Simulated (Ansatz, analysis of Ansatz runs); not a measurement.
## Cs2MnF5 (P4/mmm): a line between two Mn sites for an added hole

Aim: the energy barrier that a trapped hole meets when it moves from one Mn atom to another one nearby in Cs2MnF5 (P4/mmm). The model is a cell of 48 host atoms.

Main program and level: Ansatz 0.2.0; plane-wave PAW DFT, PBEsol+U; relaxation of all atoms of a supercell at fixed charge in a uniform background; PAW set soft_1.

This is a report of a sequence of runs, with most program output left out.

### 1. Set-up

The cell holds 48 atoms: 12 Cs, 6 Mn and 30 F. Its edges and angles: a = 8.950 Å, b = 8.950 Å, c = 12.807 Å, α = 90.0°, β = 90.0°, γ = 90.0°. It derives from Cs2MnF5 (space group P4/mmm). Nearest the centre at fractional (0.500, 0.500, 0.500): F30 at 0.00 Å, Mn22 at 2.13 Å, Mn38 at 2.13 Å, F23 at 2.84 Å, F26 at 2.84 Å, F32 at 2.84 Å, F28 at 2.84 Å, F39 at 2.84 Å.

Hubbard terms: Mn d 4.5 eV. They were chosen, not fitted, to curb self-interaction in the shells named, the trial site's among them. The two sites are Mn38 and Mn22. The cell's shortest repeat is 9.0 Å. The host's moments were started ferromagnetic, high spin; both sites carry the same spin direction.

### 2. The cell without the carrier

The neutral cell is relaxed first, from small random displacements, so that bond lengths and moments with the carrier can be set beside those of a relaxed cell without it.

neutral.relax/input.yaml

```yaml
crystal:
  lattice:
    - [6.32862502, 6.32862502, 0.0]
    - [-6.32862502, 6.32862502, 0.0]
    - [0.0, 0.0, 12.80661846]
  atoms:
    - { symbol: Cs, position: [0.25, 0.25, 0.166667] }
    - { symbol: Cs, position: [0.75, 0.75, 0.166667] }
    - { symbol: Cs, position: [0.25, 0.75, 0.166667] }
    - { symbol: Cs, position: [0.75, 0.25, 0.166667] }
    - { symbol: Mn, position: [0.0, 0.0, 0.0], spin: 4.0 }
    - { symbol: Mn, position: [0.5, 0.5, 0.0], spin: 4.0 }
    - { symbol: F, position: [0.290849, 0.5, 0.0] }
    - { symbol: F, position: [0.790849, 0.0, 0.0] }
[... 36 atom lines left out ...]
    - { symbol: F, position: [0.0, 0.0, 0.833333] }
    - { symbol: F, position: [0.5, 0.5, 0.833333] }
    - { symbol: F, position: [0.209151, 0.0, 0.666667] }
    - { symbol: F, position: [0.709151, 0.5, 0.666667] }
basis:
  ecutwfc: 420
  xc_grid: 2
hamiltonian:
  xc: pbesol
  hubbard:
    sites: [{ species: Mn, l: d, u_eff: 4.5 }]
    projectors: ortho-atomic
  pseudopotentials: { kind: paw, azcp: { folder: soft_1 }, xc_functional: pbe }
kpoints:
  mp_grid: { grid: [1, 1, 1] }
magnetization:
  spin_polarized: true
  initial_magnetization: 24
  spin_locking: { lock_magnetization: hard }
scf:
  occupations: { method: fermi_dirac, width: 0.01 }
  max_iter: 120
  lower_state_search: "off"
output:
  forces: true
relax:
  f_tol: 0.02
  max_steps: 70
  random_displacement: { amplitude: 0.04, seed: 4796 }
checkpoint:
  write: "../neutral.relax.run"
  compress: false
  write_wavefunctions: true
  write_every: 100000
```

Run with:

```sh
$ ansatz run input.yaml --threads 4 --pin off --max-ram 9420MiB --backend cpu --events-out ev --progress --plain --runs-dir out
```

Elapsed: 70 s, on 4 threads of Arm Neoverse V1, shared host; peak memory 1.7 GiB.

The largest displacement from an ideal site is 0.005 Å.

### 3. The hole on the first site

The nearest neighbour or neighbours of the site start displaced and the site's starting moment is changed by the carrier's spin, since a carrier doesn't trap itself in the undistorted lattice.

A.relax/input.yaml

```yaml
crystal:
  lattice:
    - [6.32862502, 6.32862502, 0.0]
    - [-6.32862502, 6.32862502, 0.0]
    - [0.0, 0.0, 12.80661846]
  atoms:
    - { symbol: Cs, position: [0.250433, 0.249759, 0.167297] }
    - { symbol: Cs, position: [0.750641, 0.749562, 0.167247] }
    - { symbol: Cs, position: [0.250564, 0.749513, 0.167297] }
    - { symbol: Cs, position: [0.750394, 0.249341, 0.16728] }
    - { symbol: Mn, position: [0.000662, -0.000505, 0.000627], spin: 4.0 }
    - { symbol: Mn, position: [0.500609, 0.499509, 0.000625], spin: 4.0 }
    - { symbol: F, position: [0.291257, 0.499615, 0.000455] }
    - { symbol: F, position: [0.791317, -0.000618, 0.000407] }
[... 36 atom lines left out ...]
    - { symbol: F, position: [0.001067, -0.000612, 0.833956] }
    - { symbol: F, position: [0.500872, 0.499423, 0.826151] }
    - { symbol: F, position: [0.210225, -0.000273, 0.66724] }
    - { symbol: F, position: [0.699015, 0.499436, 0.667365] }
total_charge: 1
basis:
  ecutwfc: 420
  xc_grid: 2
hamiltonian:
  xc: pbesol
  hubbard:
    sites: [{ species: Mn, l: d, u_eff: 4.5 }]
    projectors: ortho-atomic
  pseudopotentials: { kind: paw, azcp: { folder: soft_1 }, xc_functional: pbe }
kpoints:
  mp_grid: { grid: [1, 1, 1] }
magnetization:
  spin_polarized: true
  initial_magnetization: 23
  spin_locking: { lock_magnetization: hard }
scf:
  occupations: { method: fermi_dirac, width: 0.01 }
  max_iter: 120
  lower_state_search: "off"
output:
  forces: true
relax:
  f_tol: 0.015
  max_steps: 70
  escape_saddle: false
checkpoint:
  write: "../A.relax.run"
  compress: false
  write_wavefunctions: true
  write_every: 100000
```

Run time: 2 min. Hardware: 4 threads; peak memory 1.8 GiB; 7.8 min of CPU time.

Step by step:

```csv
step,energy less that of the first step (eV),largest force component (eV/Å)
1,0.0000,0.8789
2,-0.1907,1.1819
3,-0.3689,0.9516
4,-0.3322,1.6503
5,-0.4455,0.5538
6,-0.4849,0.1948
7,-0.4968,0.0352
8,-0.4972,0.0171
9,-0.4972,0.0057
```

Relaxation step 4 was tried and not accepted.

The atoms that moved most (Å):

```csv
atom,dx,dy,dz,length
F30,-0.001,-0.003,0.189,0.189
F46,-0.002,0.000,-0.189,0.189
F32,-0.015,-0.016,0.075,0.078
F16,-0.016,-0.014,-0.074,0.077
F28,0.016,-0.016,0.073,0.076
F10,-0.015,0.017,-0.072,0.076
Cs35,-0.072,-0.001,0.023,0.075
Cs17,0.000,-0.071,-0.022,0.075
```

The moves above count from the input, in which the site's nearest neighbours were already displaced; the distances below compare with the cell without the carrier.

Distances from Mn38 without and with the hole:

```csv
atom,without (Å),with (Å)
F39,1.87,1.82
F42,1.87,1.82
F44,1.87,1.82
F48,1.87,1.82
F30,2.13,1.85
F46,2.13,1.85
```

The largest changes of the moments are -0.71 μB on Mn38, -0.09 μB on F30 and -0.09 μB on F46. The largest part sits on the chosen site.

### 4. The hole on the second site

The same start is made on the second site, to get the end of the hop.

B.relax/input.yaml

```yaml
crystal:
  lattice:
    - [6.32862502, 6.32862502, 0.0]
    - [-6.32862502, 6.32862502, 0.0]
    - [0.0, 0.0, 12.80661846]
  atoms:
    - { symbol: Cs, position: [0.250433, 0.249759, 0.167297] }
    - { symbol: Cs, position: [0.750641, 0.749562, 0.167247] }
[... 19 atom lines left out ...]
    - { symbol: Mn, position: [0.500704, 0.499647, 0.333942], spin: 3.0 }
    - { symbol: F, position: [0.302575, 0.499736, 0.334181] }
[... 2 atom lines left out ...]
    - { symbol: F, position: [0.500622, 0.301529, 0.334006] }
[... 1 atom line left out ...]
    - { symbol: F, position: [0.500805, 0.69777, 0.33387] }
[... 1 atom line left out ...]
    - { symbol: F, position: [0.501131, 0.499789, 0.49281] }
[... 7 atom lines left out ...]
    - { symbol: Mn, position: [0.500886, 0.499582, 0.667292], spin: 4.0 }
[... 9 atom lines left out ...]
    - { symbol: F, position: [0.710234, 0.499436, 0.667365] }
total_charge: 1
basis:
  ecutwfc: 420
  xc_grid: 2
hamiltonian:
  xc: pbesol
  hubbard:
    sites: [{ species: Mn, l: d, u_eff: 4.5 }]
    projectors: ortho-atomic
  pseudopotentials: { kind: paw, azcp: { folder: soft_1 }, xc_functional: pbe }
kpoints:
  mp_grid: { grid: [1, 1, 1] }
magnetization:
  spin_polarized: true
  initial_magnetization: 23
  spin_locking: { lock_magnetization: hard }
scf:
  occupations: { method: fermi_dirac, width: 0.01 }
  max_iter: 120
  lower_state_search: "off"
output:
  forces: true
relax:
  f_tol: 0.015
  max_steps: 70
  escape_saddle: false
checkpoint:
  write: "../B.relax.run"
  compress: false
  write_wavefunctions: true
  write_every: 100000
```

The job ended after 1.8 min (4 threads; peak memory 1.8 GiB; 7.1 min of CPU time).

Distances from Mn22 without and with the hole:

```csv
atom,without (Å),with (Å)
F32,1.87,1.82
F26,1.87,1.82
F28,1.87,1.82
F23,1.87,1.82
F30,2.13,1.85
F14,2.13,1.85
```

The largest changes of the moments are -0.71 μB on Mn22, -0.09 μB on F14 and -0.09 μB on F30. The largest part sits on the chosen site.

### 5. Points on the line between the two structures

All atoms move on the straight line between the two relaxed structures, 4.03 amu^1/2 Å long in mass-weighted terms. Each point starts from the state of the point before, once from either end, so that both localised states can be followed; the midpoint is also started with the carrier shared.

A.x0500/input.yaml

```yaml
crystal:
  lattice:
    - [6.32862502, 6.32862502, 0.0]
    - [-6.32862502, 6.32862502, 0.0]
    - [0.0, 0.0, 12.80661846]
  atoms:
    - { symbol: Cs, position: [0.246998, 0.245947, 0.166408] }
    - { symbol: Cs, position: [0.754444, 0.753255, 0.166414] }
[... 19 atom lines left out ...]
    - { symbol: Mn, position: [0.500727, 0.499596, 0.333423], spin: 4.0 }
    - { symbol: F, position: [0.295596, 0.499626, 0.336775] }
[... 2 atom lines left out ...]
    - { symbol: F, position: [0.500701, 0.294466, 0.336758] }
[... 1 atom line left out ...]
    - { symbol: F, position: [0.500758, 0.704728, 0.336753] }
[... 1 atom line left out ...]
    - { symbol: F, position: [0.500758, 0.499606, 0.500629] }
[... 7 atom lines left out ...]
    - { symbol: Mn, position: [0.500744, 0.49959, 0.667827], spin: 3.0 }
[... 9 atom lines left out ...]
    - { symbol: F, position: [0.705875, 0.499558, 0.664503] }
total_charge: 1
basis:
  ecutwfc: 420
  xc_grid: 2
hamiltonian:
  xc: pbesol
  hubbard:
    sites: [{ species: Mn, l: d, u_eff: 4.5 }]
    projectors: ortho-atomic
  pseudopotentials: { kind: paw, azcp: { folder: soft_1 }, xc_functional: pbe }
kpoints:
  mp_grid: { grid: [1, 1, 1] }
magnetization:
  spin_polarized: true
  initial_magnetization: 23
  spin_locking: { lock_magnetization: hard }
scf:
  occupations: { method: fermi_dirac, width: 0.01 }
  max_iter: 120
  lower_state_search: "off"
output:
  forces: true
  eigenvalues: true
  eigenstates: { localisation: true }
  write_density: true
  write_potential: true
  volumetric_format: npy
checkpoint:
  read: "../A.x0375.run"
  write: "../A.x0500.run"
  compress: false
  write_wavefunctions: true
  write_every: 100000
```

Elapsed: 25 s, on 4 threads; peak memory 1.8 GiB.

States next to the filling edge at the first k-point, on the run's own zero (eigenstates.tsv). The participation number counts the atoms that a state is spread over, of 48; bands count from 0.

```csv
spin,band,energy (eV),occupation,participation,largest share on,share
down,186,1.182,1.00,11.7,F8,0.13
down,187,1.224,1.00,5.2,F29,0.37
down,188,1.224,1.00,5.2,F29,0.37
down,189,1.238,1.00,13.0,F8,0.09
down,190,1.245,1.00,4.5,F13,0.32
down,191,1.245,1.00,4.5,F13,0.32
down,192,6.589,0.00,2.8,Mn38,0.44
down,193,6.608,0.00,2.8,Mn22,0.44
down,194,6.630,0.00,2.7,Mn38,0.43
down,195,6.630,0.00,2.7,Mn38,0.43
down,196,6.644,0.00,3.9,Mn38,0.34
up,209,1.496,1.00,14.6,Mn5,0.17
up,210,1.496,1.00,14.6,Mn5,0.17
up,211,1.511,1.00,17.9,Mn5,0.13
up,212,2.737,1.00,7.9,Mn22,0.16
up,213,3.036,1.00,6.8,F29,0.22
up,214,3.077,0.98,6.2,Mn5,0.29
up,215,3.154,0.02,6.7,Mn22,0.23
up,216,4.826,0.00,6.2,Mn38,0.27
up,217,4.849,0.00,6.0,Mn22,0.28
up,218,5.057,0.00,4.7,Mn6,0.39
up,219,5.163,0.00,5.8,Mn21,0.29
```

Under PBEsol+U (4.5 eV) at the zone centre alone, the highest filled state is spin up, spread over 6 of 48 atoms, and the lowest empty one, 0.08 eV above it, is spin up, spread over 7 of 48 atoms.

Spin density in the ac plane at fractional y = 0.500, through the centre, with atoms of Mn and F within 0.45 Å of it.

Ten even steps from '0' (-0.2 e/Å³) to '9' (5.3 e/Å³), each cell a mean:
```
0000000000026510000000000
0000000000001000000000000
0000000000000000000000000
0000000000000000000000000
0000000000000000000000000
0000000000000000000000000
0000000000011100000000000
0000000000039710000000000
0000000000025410000000000
0000000000000000000000000
0000000000000000000000000
0000000000000000000000000
0000000000000000000000000
0000000000000000000000000
0000000000011100000000000
0000000000039710000000000
0000000000026410000000000
0000000000000000000000000
0000000000000000000000000
0000000000000000000000000
0000000000000000000000000
0000000000000000000000000
0000000000012100000000000
0000000000039710000000000
```
Columns run along a (9.0 Å), rows up along c (12.8 Å). Atoms in or near the plane, at fractional coordinates: Mn at (0.50, 0.00), F at (0.29, 0.00), F at (0.50, 0.18), F at (0.71, 0.00), Mn at (0.50, 0.33), F at (0.30, 0.34), F at (0.50, 0.50), F at (0.71, 0.34), Mn at (0.50, 0.67), F at (0.30, 0.66), F at (0.50, 0.82), F at (0.71, 0.66).

Electrostatic potential energy in the ac plane at fractional y = 0.500, through the centre, with atoms of Mn and F within 0.45 Å of it. With pseudopotentials it is smooth inside the atoms' cores, unlike the true potential.

Ten even steps from '0' (-47 eV) to '9' (10 eV), each cell a mean:
```
9999995247610037633799999
9999999999876689999999999
9999999999998899999999999
9999999999952279999999999
9999999999941269999999999
9999999999987789999999999
9999999789842368878999999
9999983126500017411599999
9999995237610037523699999
9999999999876689999999999
9999999999986799999999999
9999999999941169999999999
9999999999952379999999999
9999999999988899999999999
9999998678753368867999999
9999983116500017411599999
9999995347610027633799999
9999999999876689999999999
9999999999974589999999999
9999999999931169999999999
9999999999974589999999999
9999999999998899999999999
9999998779853368877999999
9999983126500017411599999
```
Columns run along a (9.0 Å; values clipped at the 3rd and 97th percentile), rows up along c (12.8 Å). Atoms in or near the plane, at fractional coordinates: Mn at (0.50, 0.00), F at (0.29, 0.00), F at (0.50, 0.18), F at (0.71, 0.00), Mn at (0.50, 0.33), F at (0.30, 0.34), F at (0.50, 0.50), F at (0.71, 0.34), Mn at (0.50, 0.67), F at (0.30, 0.66), F at (0.50, 0.82), F at (0.71, 0.66).

Valence density in the ac plane at fractional y = 0.500, through the centre, with atoms of Mn and F within 0.45 Å of it. It is the smooth field of the valence electrons, not physical close to the nuclei.

Ten steps, logarithmic in the rise over the least value, from '0' (0 e/Å³) to '9' (19 e/Å³), each cell a mean:
```
0000026764368853577410000
0000012221123311122100000
0000000000123310000000000
0000000000267741000000000
0000000000268741000000000
0000000000134421000000000
0000013432245531244200000
0000036874379963688510000
0000026764368853577410000
0000012321123311232100000
0000000000134421000000000
0000000000368751000000000
0000000000257641000000000
0000000100123210010000000
0000013542245532354210000
0000036874379963688510000
0000025764368853577410000
0000001221123321122100000
0000000000246531000000000
0000000000368851000000000
0000000000246531000000000
0000000000112210000000000
0000013442245531344210000
0000037874379963688520000
```
Columns run along a (9.0 Å), rows up along c (12.8 Å). Atoms in or near the plane, at fractional coordinates: Mn at (0.50, 0.00), F at (0.29, 0.00), F at (0.50, 0.18), F at (0.71, 0.00), Mn at (0.50, 0.33), F at (0.30, 0.34), F at (0.50, 0.50), F at (0.71, 0.34), Mn at (0.50, 0.67), F at (0.30, 0.66), F at (0.50, 0.82), F at (0.71, 0.66).

Free energies from the first end:

```csv
started from,fraction,energy (eV),moment change on Mn38 (μB),on Mn22 (μB)
first site,0,0.000,-0.71,-0.04
first site,0.125,0.055,-0.65,-0.06
first site,0.25,0.179,-0.55,-0.10
first site,0.375,0.285,-0.40,-0.18
first site,0.5,0.323,-0.28,-0.28
first site,0.625,0.285,-0.18,-0.40
second site,0.875,0.055,-0.06,-0.65
second site,0.75,0.179,-0.10,-0.55
second site,0.625,0.285,-0.18,-0.40
second site,0.5,0.323,-0.28,-0.28
second site,0.375,0.285,-0.40,-0.18
shared,0.5,0.323,-0.28,-0.28
second site,1,0.000,-0.04,-0.71
```

### 6. Summary of results

| Item | Value |
| --- | --- |
| distance of the two sites without the carrier | 4.27 Å |

The highest point of the line lies 0.32 eV above the first end, but there the hole is shared and partly spread further, so this is no barrier of a single pair, which may be higher, and the image-charge term need not cancel. No run compares the localised hole with one spread in the band, so its binding is unknown. The magnetic order was assumed and need not be the ground state. The total moment is locked, so a carrier of the other spin direction was not tried. The program's search for lower electronic states was switched off in all runs, so that each state is followed; none is shown to be the lowest at its structure. No image-charge correction is applied; it nearly cancels along the line while the charge stays localised. What this leaves open: sampling at the zone centre alone can move energies of charged and open-shell states by tenths of an eV or more in cells of this size; the images are only 9.0 Å apart; gap and trapping depend on the U chosen (Mn d 4.5 eV); spin–orbit coupling, which can matter with heavy atoms, is left out.

[Logs are printed without paths, hosts, clocks, repeated set-up lines and the standing remarks that a program may print on its own settings, such as how far it seeks lower states.]

[Hosts, paths, dates, database ids (printed as entryN), source tags and the programs' standing remarks are cut or masked in the printed files.]
